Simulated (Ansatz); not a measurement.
# Debugging a many-body input for LiNbO3 (R3c)

Aim: the G0W0 gap of LiNbO3 (R3c). The first input has a fault.

Main program and level: Ansatz 0.2.0; G0W0 on PBE, plane waves, PAW; PAW set soft_1.

## 1. Starting point

Symmetry: R3c, No. 161, trigonal system. Conventional cell: a = 5.152 Å, b = 5.152 Å, c = 13.869 Å, α = 90.00°, β = 90.00°, γ = 120.00°. Nearest to Li lie 6 O at 2.07 to 2.24 Å. Nb has 6 O at 1.88 to 2.13 Å nearest. Nearest to O lie 2 Nb at 1.88 to 2.13 Å and 2 Li at 2.07 to 2.24 Å. Farther neighbours and most contacts between anions are not listed.

Coordinates:

```cif
data_structure
_symmetry_space_group_name_H-M 'P 1'
_symmetry_Int_Tables_number 1
_cell_length_a 5.4971
_cell_length_b 5.4971
_cell_length_c 5.4971
_cell_angle_alpha 55.883
_cell_angle_beta 55.883
_cell_angle_gamma 55.883
_cell_volume 106.25
loop_
_atom_site_label
_atom_site_type_symbol
_atom_site_fract_x
_atom_site_fract_y
_atom_site_fract_z
_atom_site_occupancy
Li1 Li 0.28150 0.28150 0.28150 1
Li2 Li 0.78150 0.78150 0.78150 1
Nb3 Nb 0.00006 0.00006 0.00006 1
Nb4 Nb 0.50006 0.50006 0.50006 1
O5 O 0.11231 0.35836 0.71959 1
O6 O 0.71959 0.11231 0.35836 1
O7 O 0.35836 0.71959 0.11231 1
O8 O 0.21959 0.85836 0.61231 1
O9 O 0.85836 0.61231 0.21959 1
O10 O 0.61231 0.21959 0.85836 1
```

The cell and positions come from the Crystallography Open Database and are kept as given unless a step says otherwise.

## 2. First try

Contents of input.yaml:

```yaml
crystal:
  lattice:
    - [2.5758, 1.4871388234, 4.623]
    - [-2.5758, 1.4871388234, 4.623]
    - [0.0, -2.9742776468, 4.623]
  atoms:
    - { symbol: Li, position: [0.2815, 0.2815, 0.2815] }
    - { symbol: Li, position: [0.7815, 0.7815, 0.7815] }
    - { symbol: Nb, position: [5.5e-05, 5.5e-05, 5.5e-05] }
    - { symbol: Nb, position: [0.500055, 0.500055, 0.500055] }
    - { symbol: O, position: [0.11231, 0.35836, 0.71959] }
    - { symbol: O, position: [0.71959, 0.11231, 0.35836] }
    - { symbol: O, position: [0.35836, 0.71959, 0.11231] }
    - { symbol: O, position: [0.21959, 0.85836, 0.61231] }
    - { symbol: O, position: [0.85836, 0.61231, 0.21959] }
    - { symbol: O, position: [0.61231, 0.21959, 0.85836] }
kpoints:
  mp_grid: { grid: [4, 4, 4] }
hamiltonian:
  xc: pbe
  pseudopotentials: { kind: paw, azcp: { folder: soft_1 } }
scf:
  occupations: { method: fermi_dirac, width: 1.0 }
gw:
  n_empty_bands: 112
  ecut_chi: 60
  qp_bands: [v3, c3]
  qp_kpoints: band_edges
  screening: { model: contour_deformation }
```

Command:

```console
$ ansatz run input.yaml --threads 3 --pin off --max-ram 92160MiB --backend cuda --events-out ev --progress --plain --runs-dir out --devices 1 --max-vram 13GiB
```

Numbers of over 12 decimals in the logs are rounded to 6 here.

What it wrote:

```text
band count auto-derived: 59 (N_el = 68.0; filled up to band 34; 44 by the electrons, moments and atoms)
GPUs: using 1 of 1 available (devices: 1).
Engine: ansatz 0.2.0, x86_64-unknown-linux-gnu
Pseudopotentials: kind: paw
Pseudopotential: Li, paw, valence charge 3, recommended cutoff 420 eV (normal), soft_1/Li.paw.azcp
Pseudopotential: Nb, paw, valence charge 13, recommended cutoff 420 eV (normal), soft_1/Nb.paw.azcp
Pseudopotential: O, paw, valence charge 6, recommended cutoff 420 eV (normal), soft_1/O.paw.azcp
Functional definition: PBE
  parameter kappa = 0.804
  parameter beta = 0.066725
  exchange = pbe_x(kappa = kappa, mu = beta*pi^2/3)
  correlation = pbe_c(beta = beta)
device memory: the entry about to start is reckoned to put 3.0 GiB on a device that reports 42.9 GiB free (of which the cap on the GPU budget leaves the run 13.0 GiB)
GPU FFT provider: cuFFT
GPU libraries: cuBLAS 13.8.2, cuFFT 12.4.0, cuSOLVER 12.3.4
Crystal: 10 atoms, lattice volume = 106.252 Å³
Basis set: ecut = 420 eV, 2091 PW (Γ)
Bands: 59, of which v1, the nominal top of the filled ones, is band 34 counted from 1 (33 counted from 0)
Symmetry: 6 space group operations
Space group: R3c (ITA 161), of the structure as read, at distance tolerance 4.7e-5 Å
k-points: 13 of 64 (time reversal used)
Non-local potential: Li, projectors of the file, l = 0: 3, l = 1: 2, l = 2: 1
Non-local potential: Nb, projectors of the file, l = 0: 3, l = 1: 2, l = 2: 2, l = 3: 1
Non-local potential: O, projectors of the file, l = 0: 2, l = 1: 2, l = 2: 1
PAW form: soft (Blöchl's): semilocal exchange-correlation on the pseudo side does not see the compensation charge
PAW one-centre angular grid: Li, 110 points (default); XC on 96 Gauss nodes
PAW one-centre angular grid: Nb, 590 points (default); XC on 64 Gauss nodes
PAW one-centre angular grid: O, 110 points (default); XC on 64 Gauss nodes
Initial density: superposition of atomic densities (chi_scale 0.1, normalization cell, long waves kept (reshape's long-wave potential 0.00 eV rms))
Initial wavefunctions: pseudopotential atomic-orbital guess
GPU buffer pool allocated for 64000 grid points (all kernels)
GPU transforms: local potential and band sums: pruned to the plane-wave sphere, on 40×40×40
Functional: x = pbe(κ = 0.804, μ = 0.219515), c = pbe(β = 0.066725)
SCF iter   1: F=—  HF=-12932.532113 eV  |F-HF|=—  |Δ(HF+E_count)|=         —  Δρ=8.21e-2  dr2=6.82e0  ethr=3.10e-3  ⟨swp⟩=6.6  Hψ=3180  notcnv=0
preconditioner: auto → Resta (q_TF=auto, 2.533 Å⁻¹)  ε∞=3.1  [insulator: Δε(μ)=4.999 eV  Ē_g=17.159 eV  σ=1.000 eV  W_gap=0.84  n_scr=26 (ndim 8)  ℏωp=25.0 eV  f_vac=0.000  D(μ)=1.18/eV (n_scr^D=2)  ε∞_Penn≈3.1]
SCF iter   2: F=—  HF=-12931.787668 eV  |F-HF|=—  |Δ(HF+E_count)|=   7.44e-1  Δρ=4.38e-2  dr2=2.09e0  ethr=3.10e-3  ⟨swp⟩=1.3  Hψ=976  notcnv=0
SCF iter   3: F=—  HF=-12931.542409 eV  |F-HF|=—  |Δ(HF+E_count)|=   2.45e-1  Δρ=4.10e-3  dr2=1.45e-2  ethr=3.07e-3  ⟨swp⟩=1.2  Hψ=834  notcnv=0
SCF iter   4: F=—  HF=-12931.549623 eV  |F-HF|=—  |Δ(HF+E_count)|=   7.21e-3  Δρ=8.13e-4  dr2=7.87e-4  ethr=2.13e-5  ⟨swp⟩=2.5  Hψ=1317  notcnv=0
SCF iter   5: F=—  HF=-12931.550603 eV  |F-HF|=—  |Δ(HF+E_count)|=   9.80e-4  Δρ=1.92e-4  dr2=6.22e-5  ethr=1.16e-6  ⟨swp⟩=2.0  Hψ=1186  notcnv=0
SCF iter   6: F=—  HF=-12931.550661 eV  |F-HF|=—  |Δ(HF+E_count)|=   5.86e-5  Δρ=3.56e-5  dr2=1.15e-6  ethr=9.15e-8  ⟨swp⟩=2.0  Hψ=1169  notcnv=0
SCF iter   7: F=-12931.550663 eV  HF=-12931.550663 eV  |F-HF|=6.81e-8  |Δ(HF+E_count)|=   2.25e-6  Δρ=6.46e-6  dr2=4.48e-8  ethr=1.47e-10  ⟨swp⟩=6.5  Hψ=2722  notcnv=0
SCF 1 converged in 7 iterations: F = -12931.550663 eV  dr2 = 4.48e-8
[...]
device memory: the entry about to start is reckoned to put 3.9 GiB on a device that reports 39.5 GiB free (of which the cap on the GPU budget leaves the run 13.0 GiB)
NSCF: frozen V_eff on 13 k-points
[...]
device memory: the entry about to start is reckoned to put 4.1 GiB on a device that reports 41.9 GiB free (of which the cap on the GPU budget leaves the run 13.0 GiB)
NSCF: frozen V_eff on 13 k-points
SCF converged after 7 iterations
Free energy (F): -12931.550663 eV
Harris-Foulkes:  -12931.550663 eV  (|F-HF|=6.81e-8)
Internal energy: -12924.694720 eV  (E = F + TS)
E sigma→0 (E₀):  -12928.122692 eV
Entropy (-TS):   -6.855944 eV (-685.594 meV/atom)
Fermi energy:    9.484992 eV
--- Per-component energies (eV) ---
  E_band       = -513.053831
  E_kinetic    = 1799.534175
  E_local      = -4213.403180  (includes V_loc(G=0)·N_el)
  E_nonlocal   = 458.367820
  E_hartree    = 1472.832635
  E_xc         = -781.456709
  E_vxc        = -975.496137  (∫ρ·V_xc dr)
  E_paw        = -7186.660372  (= ΣΔE_a)
  E_vpaw       = -527.731617  (= ΣTr[D̂ρ^β])
  E_aug_tail   = 0.005241  (compensation charges beyond the density's cutoff)
  E_ewald      = -4473.914330
  E_smearing   = -6.855944  (= −TS)
  E_closure    = -0.000000  (closes the sum)
  Σ components = -12931.550663   (vs F -12931.550663, Δ=0.00e0)
--- Band table (eV; the first three rows and the last of 13) ---
  k-point 0: bands = [... 30 lower, 6.4672, 6.6414, 7.0952, 7.0952, 11.1809, 11.1809, 11.6187, 12.7451, ... 21 higher]
  k-point 1: bands = [... 30 lower, 6.6570, 6.7243, 6.9002, 7.0265, 11.2347, 11.3323, 11.7637, 12.4672, ... 21 higher]
  k-point 2: bands = [... 30 lower, 6.8200, 6.8200, 6.8901, 6.8901, 11.4765, 11.4765, 12.2601, 12.2601, ... 21 higher]
  k-point 12: bands = [... 30 lower, 6.7963, 6.7963, 6.7963, 6.7963, 12.2116, 12.2116, 12.4016, 12.4016, ... 21 higher]
```

The job ended after 8.7 s (1 × NVIDIA H100 80GB HBM3 (shared by 6 runs) with 3 threads of AMD EPYC 7R13 (Zen 3), shared host; peak memory 1 GiB).

In the SCF lines HF is the Harris–Foulkes energy and dr2 the Hartree energy of the density residual, in eV; the loop may stop once dr2 is under the threshold and the program's other checks hold. Hψ counts applications of the Hamiltonian.

**What went wrong?**

The self-consistent loop converged; the step after it was not made.

The fault: smeared occupations of electronvolts. A wide smearing fills conduction states and empties valence ones, so the start is no longer the insulator.

## 3. A better input

Now the one-shot GW correction: screening in the RPA, then the self-energy of the levels asked for. This step takes PAW set soft_1 files.

input.yaml: that of step 2 with these lines changed.

```diff
@@ -22,6 +22,6 @@
 scf:
-  occupations: { method: fermi_dirac, width: 1.0 }
+  occupations: { method: fixed }
 gw:
-  n_empty_bands: 112
-  ecut_chi: 60
+  n_empty_bands: 443
+  ecut_chi: 150.0
   qp_bands: [v3, c3]
```

What it wrote:

```text
GPUs: using 1 of 1 available (devices: 1).
[...]
GPU FFT provider: cuFFT
GPU libraries: cuBLAS 13.8.2, cuFFT 12.4.0, cuSOLVER 12.3.4
Crystal: 10 atoms, lattice volume = 106.252 Å³
Basis set: ecut = 420 eV, 2091 PW (Γ)
Bands: 44, of which v1, the nominal top of the filled ones, is band 34 counted from 1 (33 counted from 0)
[... 1 set-up line as in the run before ...]
[...]
k-points: 13 of 64 (time reversal used)
[...]
GPU buffer pool allocated for 64000 grid points (all kernels)
[...]
SCF iter   1: F=—  HF=-12931.266377 eV  |F-HF|=—  |Δ(HF+E_count)|=         —  Δρ=9.52e-2  dr2=9.94e0  ethr=3.10e-3  ⟨swp⟩=4.0  Hψ=2010  notcnv=0  defer=61
[...]
SCF iter   9: F=-12929.529234 eV  HF=-12929.529234 eV  |F-HF|=2.78e-9  |Δ(HF+E_count)|=   1.64e-7  Δρ=1.91e-6  dr2=4.01e-9  ethr=1.47e-10  ⟨swp⟩=9.2  Hψ=1875  notcnv=0
SCF 1 converged in 9 iterations: F = -12929.529234 eV  dr2 = 4.01e-9
[...]
0    32      6.7578   -25.9670     4.7445   -20.5814  0.7318     6.1090     6.1167  root
     0    33      7.2279   -25.7868     4.5451   -20.6816  0.7313     6.6625     6.6679  root
     0    34      7.2279   -25.7868     4.5451   -20.6816  0.7313     6.6625     6.6679  root
     0    35     10.8490   -13.7809    -4.9206   -19.6755  0.7744    11.8358    11.8230  root
     0    36     10.8490   -13.7809    -4.9206   -19.6755  0.7744    11.8358    11.8230  root
     0    37     11.3180   -14.0311    -4.9119   -19.9127  0.7668    12.3019    12.2877  root
     1    32      6.8301   -25.6584     4.5561   -20.5040  0.7307     6.2252     6.2318  root
     1    33      7.0270   -25.4550     4.5644   -20.3005  0.7290     6.4306     6.4369  root
[...]
12    34      6.9163   -25.5578     4.5835   -20.3797  0.7288     6.3151     6.3217  root
    12    35     11.9014   -13.8561    -5.3476   -20.2080  0.7584    12.9234    12.9057  root
    12    36     11.9014   -13.8561    -5.3476   -20.2080  0.7584    12.9234    12.9057  root
    12    37     12.0999   -14.7308    -5.2905   -21.0986  0.7521    13.1988    13.1772  root
[key lines of the parts left out:]
SCF converged after 9 iterations
Free energy (F): -12929.529234 eV
Fermi energy:    7.227932 eV
```

The job ended after 28 s (1 × NVIDIA H100 80GB HBM3 (shared by 6 runs) with 3 threads; peak memory 1.7 GiB; 49 s of CPU time).

This step gave:

```
bands summed                                 : 477
RPA ε∞ on this mesh (eigenvalues)            : 4.941, 5.153, 5.153
plane waves in the screening matrix          : 453
q-points in the mesh                         : 64
G0W0 gap on the mesh                         : 5.153 eV
k of the valence top                         : 0, 0, 0
k of the conduction bottom                   : 0, 0.25, -0.5
starting gap on the mesh                     : 3.619 eV
Z at the valence top                         : 0.7313
Z at the conduction bottom                   : 0.7756
least direct G0W0 gap on the computed points : 5.155 eV
```

The gap on the mesh goes from 3.62 eV to 5.15 eV, a correction of +1.53 eV. Between the two edge states, bare exchange in place of the xc potential would open the gap by 11.05 eV, and correlation takes back 9.51 eV.

## 4. What came out

```json
{
  "first try": "the many-body step was refused after 8.7 s",
  "better run": "G0W0 gap on the mesh 5.15 eV (4×4×4 mesh, 443 empty bands, screening to 150 eV, PAW set soft_1 files)"
}
```

In words: The second run differs in: empty bands, screening cutoff (eV) and smearing (eV). Bands and cutoff are finite, so the gap is not at the basis limit. The miss can reach some tenths of an eV and take either sign; the mesh is an error of its own. The many-body steps are scalar-relativistic: spin-orbit coupling is not in them.

[Paths, hosts, dates, memory and timing lines, banners, echoed tables and standing remarks are left out of the program output.]

[Logs are printed without paths, hosts, clocks, repeated set-up lines and the standing remarks that a program may print on its own settings, such as how far it seeks lower states.]

[Runs of the session that timed out or met a known fault of the program may be left out.]

[Cells called generated may have been cut or substituted from an entry of the Crystallography Open Database or the Materials Project.]

[Hosts, paths, dates, database ids (printed as entryN), source tags and the programs' standing remarks are cut or masked in the printed files.]
